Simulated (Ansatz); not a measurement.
Al2O3 (Corundum), computed twice by G0W0.

```
Al O
1.0
     2.38025    1.37424    4.33187
    -2.38025    1.37424    4.33187
     0.00000   -2.74848    4.33187
Al O
4 6
Direct
  0.35216 0.35216 0.35216
  0.14784 0.14784 0.14784
  0.64784 0.64784 0.64784
  0.85216 0.85216 0.85216
  0.55668 0.94332 0.25000
  0.25000 0.55668 0.94332
  0.94332 0.25000 0.55668
  0.44332 0.05668 0.75000
  0.75000 0.44332 0.05668
  0.05668 0.75000 0.44332
```

The cell and positions come from the Crystallography Open Database and are kept as given unless a step says otherwise.

The first (Ansatz 0.2.0; start PBE, 4×4×4 mesh, 354 empty bands, screening to 150 eV, PAW set soft_1 files; 1 × NVIDIA H100 80GB HBM3 (shared by 3 runs) with 4 threads of AMD EPYC 7R13 (Zen 3), shared host) gave, on its mesh: starting gap 6.22 eV, G0W0 gap 8.90 eV, RPA ε∞ (mean) 3.08, 16 s.

**Question.** The second changes start from PBE to PBE with 75 % screened exact exchange. What does it give?

It gave: starting gap 12.03 eV, G0W0 gap 11.01 eV, RPA ε∞ (mean) 2.24, 47 s. The G0W0 gap moves by +2.12 eV, +5.81 eV from the start and −3.69 eV from the correction. Σc changes by −1.11 eV at the valence top and +0.52 eV at the conduction bottom, and Σx − Vxc between them by −5.32 eV.

Limits: not at the basis limit.

[Paths, hosts, dates, memory and timing lines, banners, echoed tables and standing remarks are left out of the program output.]

[Logs are printed without paths, hosts, clocks, repeated set-up lines and the standing remarks that a program may print on its own settings, such as how far it seeks lower states.]

[Runs of the session that timed out or met a known fault of the program may be left out.]

[Cells called generated may have been cut or substituted from an entry of the Crystallography Open Database or the Materials Project.]

[Hosts, paths, dates, database ids (printed as entryN), source tags and the programs' standing remarks are cut or masked in the printed files.]
